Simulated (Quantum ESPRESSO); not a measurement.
# Magnetic state of two Fe on Si sites of Si, 5.43 Å apart from several starts, part 2 of 2

A self-consistent run ends on one state, which hangs on the start. Several orders of two Fe on Si sites of Si, 5.43 Å apart are started in Quantum ESPRESSO and their energies compared.

Quantum ESPRESSO 7.5; PBE with U = 4.5 eV on Fe d (ortho-atomic projectors); plane waves with GBRV 1.5 PBE potentials, no spin-orbit coupling.

So far, absolute magnetization (μB): step 2 (run 1, typed as ferro ++) 7.75.

**3. Start 2: antiferro +−**

pw.in

```
&CONTROL
  calculation = 'scf'
  prefix = 'pwscf'
  outdir = './tmp'
  pseudo_dir = './pseudo'
  disk_io = 'nowf'
/
&SYSTEM
  ibrav = 0
  celldm(1) = 8
  nat = 16
  ntyp = 3
  ecutwfc = 40
  ecutrho = 280
  nbnd = 61
  occupations = 'smearing'
  smearing = 'fd'
  degauss = 0.00367493
  nspin = 2
  starting_magnetization(1) = 0.2188
  starting_magnetization(2) = 0
  starting_magnetization(3) = -0.2188
/
&ELECTRONS
  conv_thr = 3.2d-08
  electron_maxstep = 150
  mixing_beta = 0.3
/
ATOMIC_SPECIES
Fe1    55.8450 fe_pbe_v1.5.uspp.F.UPF
Si     28.0850 si_pbe_v1.uspp.F.UPF
Fe2    55.8450 fe_pbe_v1.5.uspp.F.UPF
CELL_PARAMETERS alat
   0.0000000000000    1.2828878228553    1.2828878228553
   1.2828878228553    0.0000000000000    1.2828878228553
   1.2828878228553    1.2828878228553    0.0000000000000
ATOMIC_POSITIONS crystal
Fe1     0.0000000000    0.0000000000    0.0000000000
Si      0.1250000000    0.1250000000    0.1250000000
Si      0.0000000000    0.0000000000    0.5000000000
Si      0.1250000000    0.1250000000    0.6250000000
Si      0.0000000000    0.5000000000    0.0000000000
Si      0.1250000000    0.6250000000    0.1250000000
Si      0.0000000000    0.5000000000    0.5000000000
Si      0.1250000000    0.6250000000    0.6250000000
Si      0.5000000000    0.0000000000    0.0000000000
Si      0.6250000000    0.1250000000    0.1250000000
Si      0.5000000000    0.0000000000    0.5000000000
Si      0.6250000000    0.1250000000    0.6250000000
Si      0.5000000000    0.5000000000    0.0000000000
Si      0.6250000000    0.6250000000    0.1250000000
Fe2     0.5000000000    0.5000000000    0.5000000000
Si      0.6250000000    0.6250000000    0.6250000000
K_POINTS automatic
4 4 4 0 0 0
HUBBARD {ortho-atomic}
U Fe1-3d 4.5000
U Fe2-3d 4.5000
```

On the command line:

```bash
$ OMP_NUM_THREADS=1 mpirun -n 4 pw.x -nk 4 -in pw.in > pw.out
```

Output:

```text
[banner, memory and clock lines left out]
Program PWSCF v.7.5 starts

     Message from routine setup:
     using ibrav=0 with symmetry is DISCOURAGED, use correct ibrav instead

     bravais-lattice index     =            0
     lattice parameter (alat)  =       8.0000  a.u.
     unit-cell volume          =    2162.0514 (a.u.)^3
     number of atoms/cell      =           16
     number of atomic types    =            3
     number of electrons       =        88.00
     number of Kohn-Sham states=           61
     kinetic-energy cutoff     =      40.0000  Ry
     charge density cutoff     =     280.0000  Ry
     scf convergence threshold =      3.2E-08
     mixing beta               =       0.3000
     number of iterations used =            8  plain     mixing
     Exchange-correlation=  SLA  PW   PBX  PBC
                           (   1   4   3   4   0   0   0)
     Hubbard projectors: ortho-atomic
     Hubbard parameters of DFT+U (Dudarev formulation) in eV:
     U(Fe1-3d) =  4.5000
     U(Fe2-3d) =  4.5000

     Internal variables: lda_plus_u =T, lda_plus_u_kind = 0

     Internal variables: orbital_resolved =F, hub_pot_fix =F, apply_U = F

     celldm(1)=   8.000000  celldm(2)=   0.000000  celldm(3)=   0.000000
     celldm(4)=   0.000000  celldm(5)=   0.000000  celldm(6)=   0.000000

     crystal axes: (cart. coord. in units of alat)
               a(1) = (   0.000000   1.282888   1.282888 )
               a(2) = (   1.282888   0.000000   1.282888 )
               a(3) = (   1.282888   1.282888   0.000000 )

     reciprocal axes: (cart. coord. in units 2 pi/alat)
               b(1) = ( -0.389746  0.389746  0.389746 )
               b(2) = (  0.389746 -0.389746  0.389746 )
               b(3) = (  0.389746  0.389746 -0.389746 )

     PseudoPot. # 1 for Fe read from file:
     fe_pbe_v1.5.uspp.F.UPF
     Pseudo is Ultrasoft + core correction, Zval = 16.0

     PseudoPot. # 2 for Si read from file:
     si_pbe_v1.uspp.F.UPF
     Pseudo is Ultrasoft + core correction, Zval =  4.0

     PseudoPot. # 3 for Fe read from file:
     fe_pbe_v1.5.uspp.F.UPF
     Pseudo is Ultrasoft + core correction, Zval = 16.0

     atomic species   valence    mass     pseudopotential
     Fe1              16.00    55.84500     Fe( 1.00)
     Si                4.00    28.08500     Si( 1.00)
     Fe2              16.00    55.84500     Fe( 1.00)

     Starting magnetic structure
     atomic species   magnetization
     Fe1             0.219
     Si              0.000
     Fe2            -0.219

     24 Sym. Ops. (no inversion) found

   Cartesian axes

     site n.     atom                  positions (alat units)
         1        Fe1    tau(   1) = (   0.0000000   0.0000000   0.0000000  )
         2        Si     tau(   2) = (   0.3207220   0.3207220   0.3207220  )
         3        Si     tau(   3) = (   0.6414439   0.6414439   0.0000000  )
         4        Si     tau(   4) = (   0.9621659   0.9621659   0.3207220  )
         5        Si     tau(   5) = (   0.6414439   0.0000000   0.6414439  )
         6        Si     tau(   6) = (   0.9621659   0.3207220   0.9621659  )
         7        Si     tau(   7) = (   1.2828878   0.6414439   0.6414439  )
         8        Si     tau(   8) = (   1.6036098   0.9621659   0.9621659  )
         9        Si     tau(   9) = (   0.0000000   0.6414439   0.6414439  )
        10        Si     tau(  10) = (   0.3207220   0.9621659   0.9621659  )
        11        Si     tau(  11) = (   0.6414439   1.2828878   0.6414439  )
        12        Si     tau(  12) = (   0.9621659   1.6036098   0.9621659  )
        13        Si     tau(  13) = (   0.6414439   0.6414439   1.2828878  )
        14        Si     tau(  14) = (   0.9621659   0.9621659   1.6036098  )
        15        Fe2    tau(  15) = (   1.2828878   1.2828878   1.2828878  )
        16        Si     tau(  16) = (   1.6036098   1.6036098   1.6036098  )

     number of k points=     8  Fermi-Dirac smearing, width (Ry)=  0.0037
                       cart. coord. in units 2pi/alat
        k(    1) = (   0.0000000   0.0000000   0.0000000), wk =   0.0156250
        k(    2) = (   0.0974364   0.0974364  -0.0974364), wk =   0.1250000
        k(    3) = (  -0.1948728  -0.1948728   0.1948728), wk =   0.0625000
        k(    4) = (   0.1948728   0.0000000   0.0000000), wk =   0.0937500
        k(    5) = (  -0.0974364  -0.2923093   0.2923093), wk =   0.3750000
        k(    6) = (   0.0000000  -0.1948728   0.1948728), wk =   0.1875000
        k(    7) = (  -0.3897457   0.0000000   0.0000000), wk =   0.0468750
        k(    8) = (  -0.3897457   0.1948728   0.0000000), wk =   0.0937500

     Dense  grid:   171471 G-vectors     FFT dimensions: (  80,  80,  80)

     Smooth grid:    74129 G-vectors     FFT dimensions: (  60,  60,  60)

     Check: negative core charge=   -0.000009
     Generating pointlists ...
     new r_m :   0.2291 (alat units)  1.8332 (a.u.) for type    1
     new r_m :   0.2291 (alat units)  1.8332 (a.u.) for type    2
     new r_m :   0.2291 (alat units)  1.8332 (a.u.) for type    3

     Initial potential from superposition of free atoms

     starting charge      85.9906, renormalised to      88.0000

     STARTING HUBBARD OCCUPATIONS:

     =================== HUBBARD OCCUPATIONS ===================
     ------------------------ ATOM    1 ------------------------
     Tr[ns(  1)] (up, down, total) =   5.00000  0.00000  5.00000
     Atomic magnetic moment for atom   1 =   5.00000
     [... lines left out ...]
     ------------------------ ATOM   15 ------------------------
     Tr[ns( 15)] (up, down, total) =   0.00000  5.00000  5.00000
     Atomic magnetic moment for atom  15 =  -5.00000
     [... lines left out ...]
     Number of occupied Hubbard levels =   10.0000

     Atomic wfc used for Hubbard projectors are orthogonalized

     Starting wfcs are   82 randomized atomic wfcs

     Self-consistent Calculation

     iteration #  1     ecut=    40.00 Ry     beta= 0.30
     Davidson diagonalization with overlap
     ethr =  1.00E-02,  avg # of iterations =  3.8

     =================== HUBBARD OCCUPATIONS ===================
     ------------------------ ATOM    1 ------------------------
     Tr[ns(  1)] (up, down, total) =   4.88226  2.23429  7.11655
     Atomic magnetic moment for atom   1 =   2.64796
     [... lines left out ...]
     ------------------------ ATOM   15 ------------------------
     Tr[ns( 15)] (up, down, total) =   2.23366  4.88232  7.11598
     Atomic magnetic moment for atom  15 =  -2.64867
     [... lines left out ...]
     Number of occupied Hubbard levels =   14.2325

     total energy              =    -633.62314486 Ry
     estimated scf accuracy    <       2.38579553 Ry

     total magnetization       =    -0.00 Bohr mag/cell
     absolute magnetization    =     6.18 Bohr mag/cell

     iteration #  2     ecut=    40.00 Ry     beta= 0.30
     Davidson diagonalization with overlap
     ethr =  2.71E-03,  avg # of iterations =  2.2

     total energy              =    -633.93158195 Ry
     estimated scf accuracy    <       3.82747813 Ry

     total magnetization       =    -0.00 Bohr mag/cell
     absolute magnetization    =     8.80 Bohr mag/cell

     [... further iterations left out ...]

     iteration # 17     ecut=    40.00 Ry     beta= 0.30
     Davidson diagonalization with overlap
     ethr =  3.66E-10,  avg # of iterations =  2.8

     total energy              =    -634.32893761 Ry
     estimated scf accuracy    <       0.00000003 Ry

     total magnetization       =    -0.00 Bohr mag/cell
     absolute magnetization    =     7.58 Bohr mag/cell

     iteration # 18     ecut=    40.00 Ry     beta= 0.30
     Davidson diagonalization with overlap
     ethr =  3.69E-11,  avg # of iterations =  2.9

     Magnetic moment per site  (integrated on atomic sphere of radius R)
     atom   1 (R=0.229)  charge= 14.0698  magn=  3.0405
     atom   2 (R=0.229)  charge=  1.8231  magn= -0.0127
     atom   3 (R=0.229)  charge=  1.8113  magn= -0.0000
     atom   4 (R=0.229)  charge=  1.8231  magn= -0.0127
     atom   5 (R=0.229)  charge=  1.8113  magn= -0.0000
     atom   6 (R=0.229)  charge=  1.8231  magn= -0.0127
     atom   7 (R=0.229)  charge=  1.8113  magn= -0.0000
     atom   8 (R=0.229)  charge=  1.8231  magn=  0.0127
     atom   9 (R=0.229)  charge=  1.8113  magn= -0.0000
     atom  10 (R=0.229)  charge=  1.8231  magn= -0.0127
     atom  11 (R=0.229)  charge=  1.8113  magn= -0.0000
     atom  12 (R=0.229)  charge=  1.8231  magn=  0.0127
     atom  13 (R=0.229)  charge=  1.8113  magn= -0.0000
     atom  14 (R=0.229)  charge=  1.8231  magn=  0.0127
     atom  15 (R=0.229)  charge= 14.0698  magn= -3.0406
     atom  16 (R=0.229)  charge=  1.8231  magn=  0.0127

     End of self-consistent calculation

     =================== HUBBARD OCCUPATIONS ===================
     ------------------------ ATOM    1 ------------------------
     Tr[ns(  1)] (up, down, total) =   4.77172  1.55936  6.33107
     Atomic magnetic moment for atom   1 =   3.21236
     [... lines left out ...]
     ------------------------ ATOM   15 ------------------------
     Tr[ns( 15)] (up, down, total) =   1.55929  4.77177  6.33105
     Atomic magnetic moment for atom  15 =  -3.21248
     [... lines left out ...]
     Number of occupied Hubbard levels =   12.6621

     [... lines left out ...]
     the Fermi energy is     6.6485 ev

!    total energy              =    -634.32893766 Ry
     estimated scf accuracy    <          8.6E-09 Ry
     smearing contrib. (-TS)   =      -0.00243961 Ry
     internal energy E=F+TS    =    -634.32649805 Ry

     The total energy is F=E-TS. E is the sum of the following terms:
     one-electron contribution =    -465.00780520 Ry
     hartree contribution      =     263.70658040 Ry
     xc contribution           =    -118.59597059 Ry
     ewald contribution        =    -314.76126949 Ry
     Hubbard energy            =       0.33196683 Ry

     total magnetization       =    -0.00 Bohr mag/cell
     absolute magnetization    =     7.58 Bohr mag/cell

     convergence has been achieved in  18 iterations
```

It took 3 min on 4 MPI ranks of Intel Xeon at 2.70GHz, shared host; peak memory 1.5 GiB; 12 min of CPU time.

Spin moment in the atom's sphere by atom:

```csv
atom,spin moment in the atom's sphere (μB)
Fe1,3.04
Si2,-0.01
Si3,0.00
Si4,-0.01
Si5,0.00
Si6,-0.01
Si7,0.00
Si8,0.01
Si9,0.00
Si10,-0.01
Si11,0.00
Si12,0.01
Si13,0.00
Si14,0.01
Fe15,-3.04
Si16,0.01
```

Numbers from this step:

```
smearing term TS       : 0.03319 eV
magnetization          : 0 μB
absolute magnetization : 7.577 μB
final state            : antiferromagnetic
```

Spin density in the ac plane at fractional y = 0.000, with atoms of Fe and Si within 0.2 Å of it.

Ten even steps from '0' (0.0 e/Å³) to '9' (5.7 e/Å³), each cell a mean:
```
840000000000000000002
110000000000000000000
000000000000000000000
000000000000000000000
000000000000000000000
000000000000000000000
000000000000000000000
000000000000000000000
000000000000000000000
000000000000000000000
000000000000000000000
000000000000000000000
000000000000000000000
000000000000000000000
000000000000000000000
000000000000000000000
000000000000000000000
000000000000000000000
000000000000000000000
200000000000000000014
920000000000000000018
```
Columns run along a (7.7 Å), rows up along c (7.7 Å). Atoms in or near the plane, at fractional coordinates: Fe at (0.00, 0.00), Si at (0.00, 0.50), Si at (0.50, 0.00), Si at (0.50, 0.50).

Valence density in the ac plane at fractional y = 0.000, with atoms of Fe and Si within 0.2 Å of it. It is the smooth field of the valence electrons, not physical close to the nuclei.

Values in e/Å³, 11 rows by 16 columns, each cell a mean:
```
13  6  0  0  0  0  0  0  0  0  0  0  0  0  0  5
 1  1  0  0  0  0  0  0  0  0  0  0  0  0  0  0
 0  0  0  0  0  0  0  0  0  0  0  0  0  0  0  0
 0  0  0  0  0  0  0  0  0  0  0  0  0  0  0  0
 0  0  0  0  0  0  0  0  0  0  0  0  0  0  0  0
 1  0  0  0  0  0  0  0  1  0  0  0  0  0  0  0
 0  0  0  0  0  0  0  0  0  0  0  0  0  0  0  0
 0  0  0  0  0  0  0  0  0  0  0  0  0  0  0  0
 0  0  0  0  0  0  0  0  0  0  0  0  0  0  0  0
 1  0  0  0  0  0  0  0  0  0  0  0  0  0  1  2
14  3  0  0  0  0  0  0  1  0  0  0  0  0  2 16
```
Columns run along a (7.7 Å), rows up along c (7.7 Å). Atoms in or near the plane, at fractional coordinates: Fe at (0.00, 0.00), Si at (0.00, 0.50), Si at (0.50, 0.00), Si at (0.50, 0.50).

**4. Ranking**

An order is kept where moments of 0.15 μB or more survive with the typed signs; meshes match where a doubled cell samples the same k points as the first cell.

Orders:

```csv
start,final state,typed order kept,energy over the lowest (meV a seeded atom),largest site moment (μB),net moment (μB a cell of the first run),mesh matched,CPU time (s)
ferro ++,ferromagnetic,yes,27.35,3.08,7.315,yes,610.3
antiferro +-,antiferromagnetic,yes,0,3.041,0,yes,713.6
```

**5. Occupations of the corrected shells in the lowest state**

Occupations of the Hubbard shells:

```csv
block,type,shell,spin,electrons,occupation numbers
1,Fe1,3d,up,4.772,0.943 0.943 0.943 0.971 0.971
1,Fe1,3d,down,1.559,0.019 0.019 0.507 0.507 0.507
15,Fe2,3d,up,1.559,0.019 0.019 0.507 0.507 0.507
15,Fe2,3d,down,4.772,0.943 0.943 0.943 0.971 0.971
```

**6. Summary of results**

```json
{"lowest state found": "antiferromagnetic (from antiferro +-)", "largest site moment": "3.04 μB", "next state with moments": "ferromagnetic, 27.4 meV a seeded atom higher"}
```

**Reading.** The smearing terms TS of the orders run from 17 to 30 meV a seeded atom, so the differences would change at a smaller width: an order with a larger TS is lowered more by the smearing. This is the lowest of 2 collinear or spinless starts, no proof of the ground state. Degenerate orbitals of a corrected shell are partly filled. Whether a state of lower symmetry lies under this one was not tested; under a U it often does. The cell was built by rule and the atoms were not relaxed, which can move these energies.

[Logs and program files are shortened in this print: banners, set-up blocks, solver, clock and traceback lines can be left out without a mark of their own.]

[Logs are printed without paths, hosts, clocks, repeated set-up lines and the standing remarks that a program may print on its own settings, such as how far it seeks lower states.]

[Hosts, paths, dates, database ids (printed as entryN), source tags and the programs' standing remarks are cut or masked in the printed files.]

[Where a cell is said to come from a database of computed structures, the database is the Materials Project.]
